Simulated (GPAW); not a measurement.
# Dielectric function and optical constants of KTaO3

Wanted: where KTaO3 starts to absorb, how strongly, and its refractive index.

Method: DFT, PBE, plane-wave PAW (GPAW data sets), scalar-relativistic, RPA, optical limit, in GPAW 26.7.0.

Report form: the programs' logs are mostly left out.

## Step 1: The structure

It takes space group Pm-3m (No. 221, cubic). Conventional cell: a = 3.988 Å, b = 3.988 Å, c = 3.988 Å, α = 90.00°, β = 90.00°, γ = 90.00°. Nearest to Ta lie 6 O at 1.99 Å. K has 12 O at 2.82 Å nearest. O has 2 Ta at 1.99 Å and 4 K at 2.82 Å nearest. Farther neighbours and most contacts between anions are not listed.

## Step 2: Ground state

First the ground state: is it a metal or has it a gap?

This step: DFT, PBE, plane-wave PAW (GPAW data sets), scalar-relativistic, ground state (GPAW 26.7.0).

File gs.py:

```python
from ase import Atoms
from ase.dft.bandgap import bandgap
from gpaw import GPAW, PW, FermiDirac

atoms = Atoms(['Ta', 'K', 'O', 'O', 'O'],
              cell=[[3.988300000000, 0.000000000000, 0.000000000000],
                    [0.000000000000, 3.988300000000, 0.000000000000],
                    [0.000000000000, 0.000000000000, 3.988300000000]],
              scaled_positions=[[0.000000000000, 0.000000000000, 0.000000000000],
                                [0.500000000000, 0.500000000000, 0.500000000000],
                                [0.000000000000, 0.000000000000, 0.500000000000],
                                [0.000000000000, 0.500000000000, 0.000000000000],
                                [0.500000000000, 0.000000000000, 0.000000000000]],
              pbc=[True, True, True])
atoms.calc = GPAW(mode=PW(500), xc='PBE', kpts={'size': (6, 6, 6), 'gamma': True},
                  occupations=FermiDirac(0.05), maxiter=150, txt='gs.txt')
print('energy (eV)', atoms.get_potential_energy())
print('Fermi level (eV)', atoms.calc.get_fermi_level())
print('valence electrons', atoms.calc.get_number_of_electrons())
print('gap (eV)', bandgap(atoms.calc, output=None)[0])
print('direct gap (eV)', bandgap(atoms.calc, direct=True, output=None)[0])
atoms.calc.write('gs.gpw')
```

The run is started by

```sh
> OMP_NUM_THREADS=1 python gs.py
```

Run time: 13 s. Hardware: 1 thread of AMD EPYC 9R14 (Zen 4), shared host; peak memory 0.17 GiB.

Numbers from this step:

```
energy                 : -38.68 eV
Fermi energy           : 6.458 eV
gap on the k-mesh      : 2.180 eV
direct gap on the mesh : 2.802 eV
electrons              : 40
```

There is a gap, 2.18 eV on this mesh (points off the mesh can give less), so no carriers' term is needed.

## Step 3: Bands for the response

The response needs many more empty bands than the density does.

This step: DFT, PBE, plane-wave PAW (GPAW data sets), scalar-relativistic, bands at fixed density (GPAW 26.7.0).

File nscf.py:

```python
from ase.dft.bandgap import bandgap
from gpaw import GPAW, FermiDirac

calc = GPAW('gs.gpw').fixed_density(kpts={'size': (7, 7, 7), 'gamma': True}, nbands=56, convergence={'bands': 50},
                                    occupations=FermiDirac(0.001), txt='nscf.txt')
print('gap (eV)', bandgap(calc, output=None)[0])
print('direct gap (eV)', bandgap(calc, direct=True, output=None)[0])
print('top band over the Fermi level (eV)', min(calc.get_eigenvalues(kpt=k)[49] for k in range(len(calc.get_ibz_k_points()))) - calc.get_fermi_level())
calc.write('full.gpw', mode='all')
```

The run is started by

```sh
> OMP_NUM_THREADS=1 python nscf.py
```

The job ended after 24 s (1 thread; peak memory 0.2 GiB).

Read-outs, printed or worked out from the files:

| Property | Result |
| --- | --- |
| gap on the k-mesh | 2.235 eV |

## Step 4: Dielectric function, RPA

Transitions between filled and empty bands, summed over the zone, give the optical response, so mesh, band count and broadening shape it.

The induced potential is part of this response.

This step: DFT, PBE, plane-wave PAW (GPAW data sets), scalar-relativistic, RPA, optical limit (GPAW 26.7.0).

File df.py:

```python
from gpaw.response.df import DielectricFunction

df = DielectricFunction('full.gpw', frequencies={'type': 'nonlinear', 'domega0': 0.03, 'omega2': 8},
                        ecut=50,
                        eta=0.15,
                        nbands=50,
                        txt='df.txt')
for direction in ['x']:
    df.get_dielectric_function(xc='RPA', direction=direction, filename=f'df_{direction}.csv')
```

The run is started by

```sh
> OMP_NUM_THREADS=1 python df.py
```

It took 7.9 s on 1 thread; peak memory 0.34 GiB.

Read-outs, printed or worked out from the files:

```
electronic dielectric constant ε∞, mean over x, y and z (by symmetry where fewer were run) : 4.780
```

Some rows of df_x.csv (energy; Re and Im without local fields; Re and Im with them):

```text
0.000000, 4.960826, 0.000000, 4.780202, 0.000000
0.429336, 4.984074, 0.016518, 4.801971, 0.015459
0.878195, 5.061687, 0.036388, 4.874539, 0.033978
1.347938, 5.215755, 0.064686, 5.018120, 0.060135
1.840057, 5.498469, 0.115740, 5.280023, 0.106761
2.356191, 6.072272, 0.262733, 5.806038, 0.238928
2.898142, 7.003870, 1.706853, 6.667893, 1.523212
3.467895, 6.525064, 1.482960, 6.204883, 1.310893
4.067647, 6.288638, 7.041410, 6.712700, 6.194882
4.699832, 3.771805, 2.250258, 3.763044, 2.150296
5.367152, 3.011233, 6.920003, 4.191828, 6.789776
6.072622, 1.484906, 4.842327, 2.115690, 5.265972
6.819608, 1.357904, 0.956280, 0.875174, 1.318986
7.611886, 3.050911, 1.821059, 2.683712, 1.909820
8.453705, 2.831896, 2.561855, 2.516212, 2.662287
9.349861, 1.955437, 3.961481, 1.599761, 4.026819
10.305790, 0.989173, 3.127378, 0.711762, 3.121590
11.327680, 0.163501, 2.095119, -0.285221, 2.025622
12.422601, 0.888695, 2.023596, 0.565176, 1.657232
13.598673, 0.913043, 1.687059, 0.756858, 1.471185
```

The Im ε, E ∥ x has structure finer than the step of the table below, so its rows give means over 0.5 eV, whole bins alone (the curve runs from 0 to 14.0 eV). Peaks (eV: height): 3.14: 2.20, 4.11: 6.46, 5.37: 6.79, 6.12: 5.35, 8.33: 3.15, 9.22: 4.60, 10.81: 4.78.

Sum at mesh points, not converged in k; values under the direct gap are tails of Lorentzian lines. Table of Im ε, E ∥ x by photon energy; means over each step:

```tsv
photon energy (eV)	Im ε, E ∥ x
0.5	0.0183
1.0	0.0402
1.5	0.0726
2.0	0.136
2.5	0.398
3.0	1.74
3.5	1.53
4.0	4.79
4.5	3.62
5.0	3.27
5.5	5.66
6.0	4.63
6.5	2.93
7.0	1.19
7.5	1.68
8.0	2.03
8.5	2.64
9.0	3.87
9.5	3.86
10.0	3.77
10.5	3.35
11.0	3.63
11.5	1.98
12.0	1.65
12.5	1.62
13.0	1.61
13.5	1.56
```

Sum at mesh points, not converged in k. Reflectivity at normal incidence, E ∥ x against photon energy; read off at these points:

```tsv
photon energy (eV)	reflectivity at normal incidence, E ∥ x (%)
0.000	13.9
0.250	13.9
0.500	14.0
0.750	14.1
1.000	14.3
1.250	14.5
1.500	14.9
1.750	15.3
2.000	15.9
2.250	16.7
2.500	17.9
2.750	19.6
3.000	20.2
3.250	17.7
3.500	19.3
3.750	22.7
4.000	28.0
4.112	28.6
4.250	26.4
4.500	17.1
4.750	14.7
5.000	20.3
5.250	26.5
5.416	29.4
5.500	28.6
5.750	19.9
6.000	23.7
6.250	28.4
6.500	22.4
6.750	11.6
7.000	4.89
7.250	7.86
7.500	10.6
7.750	10.1
8.000	11.7
8.250	16.4
8.500	13.1
8.750	15.3
9.000	20.6
9.218	23.0
9.250	22.8
9.500	19.4
9.750	20.3
10.000	21.6
10.250	21.5
10.500	16.8
10.750	24.6
11.000	33.6
11.250	28.0
11.500	20.8
11.750	18.6
12.000	14.5
12.250	12.5
12.500	12.5
12.750	11.1
13.000	10.7
13.250	12.1
13.500	10.4
13.750	11.0
```

The loss function −Im 1/ε at q → 0, E ∥ x has structure finer than the step of the table below, so its rows give means over 0.5 eV, whole bins alone (the curve runs from 0 to 14.0 eV). Peaks (eV: height): 4.52: 0.190, 6.76: 0.559, 10.38: 0.310, 11.94: 0.596.

Sum at mesh points, not converged in k; values under the direct gap are tails of Lorentzian lines. Table of loss function −Im 1/ε at q → 0, E ∥ x by energy loss; means over each step:

```tsv
energy loss (eV)	loss function −Im 1/ε at q → 0, E ∥ x
0.5	7.9e-4
1.0	0.00167
1.5	0.00279
2.0	0.00460
2.5	0.0103
3.0	0.0413
3.5	0.0366
4.0	0.0662
4.5	0.152
5.0	0.0776
5.5	0.148
6.0	0.175
6.5	0.366
7.0	0.314
7.5	0.164
8.0	0.136
8.5	0.166
9.0	0.145
9.5	0.216
10.0	0.240
10.5	0.264
11.0	0.275
11.5	0.502
12.0	0.584
12.5	0.554
13.0	0.527
13.5	0.542
```

The Im ε, E ∥ x has structure finer than the step of the table below, so its rows give means over 0.5 eV, whole bins alone (the curve runs from 0 to 14.0 eV). Peaks (eV: height): without local fields 3.14: 2.42, 4.11: 7.12, 5.37: 6.92, 6.07: 4.84, 8.33: 3.04, 9.22: 4.48, 10.81: 4.70; with local fields 3.14: 2.20, 4.11: 6.46, 5.37: 6.79, 6.12: 5.35, 8.33: 3.15, 9.22: 4.60, 10.81: 4.78.

Sum at mesh points, not converged in k; values under the direct gap are tails of Lorentzian lines. Table of Im ε, E ∥ x by photon energy; means over each step:

```tsv
photon energy (eV)	without local fields	with local fields
0.5	0.0195	0.0183
1.0	0.0432	0.0402
1.5	0.0782	0.0726
2.0	0.148	0.136
2.5	0.442	0.398
3.0	1.93	1.74
3.5	1.75	1.53
4.0	5.47	4.79
4.5	3.68	3.62
5.0	3.75	3.27
5.5	5.47	5.66
6.0	4.21	4.63
6.5	2.18	2.93
7.0	0.908	1.19
7.5	1.53	1.68
8.0	1.97	2.03
8.5	2.56	2.64
9.0	3.78	3.87
9.5	3.79	3.86
10.0	3.80	3.77
10.5	3.34	3.35
11.0	3.61	3.63
11.5	2.08	1.98
12.0	1.92	1.65
12.5	1.98	1.62
13.0	1.99	1.61
13.5	1.78	1.56
```

Optical constants at common wavelengths, from n + ik = √ε:

```tsv
wavelength (nm)	n	k	R (%)	1/α
1550	2.20	0.007	14.1	18 µm
800	2.26	0.017	14.9	3.8 µm
633	2.32	0.027	15.8	1.9 µm
532	2.40	0.047	17.0	896 nm
405	2.54	0.411	20.0	78 nm
248	2.47	0.591	20.3	33 nm
193	1.28	1.274	25.0	12 nm
```

Below the direct gap, k and the depth come from the tails of the Lorentzian lines, not from transitions.

Rows near the edge hang on the gap, which this functional as a rule makes too small, and phonon-assisted absorption is left out.

## Step 5: Results

- electronic dielectric constant ε∞, mean over x, y and z (by symmetry where fewer were run) (RPA): 4.78

**Reading.** At this level (PBE, RPA) KTaO3 has ε∞ = 4.78 and n = 2.20 at 1550 nm. On the mesh the gap is 2.24 eV and the least direct gap 2.80 eV, so on this mesh the band edges lie at different points. Local fields change the static value along x from 4.96 to 4.78 (-4 %). Excitons and phonon-assisted transitions are missing; PBE gaps are as a rule too small, which pulls the onset down and ε∞ up. Spin-orbit coupling is left out although heavy atoms are present. In this version of GPAW the matrix elements of the optical limit are incomplete, which can lower ε − 1 by up to a tenth where first-row anions or d states rule, and shift it by more in d metals. The sum runs over mesh points 0.23 Å⁻¹ apart with no interpolation, so peaks are partly noise of the mesh and static values carry its error.

[Machine, clock and banner lines and Python warnings are left out of the logs.]

[Logs are printed without paths, hosts, clocks, repeated set-up lines and the standing remarks that a program may print on its own settings, such as how far it seeks lower states.]

[Hosts, paths, dates, database ids (printed as entryN), source tags and the programs' standing remarks are cut or masked in the printed files.]
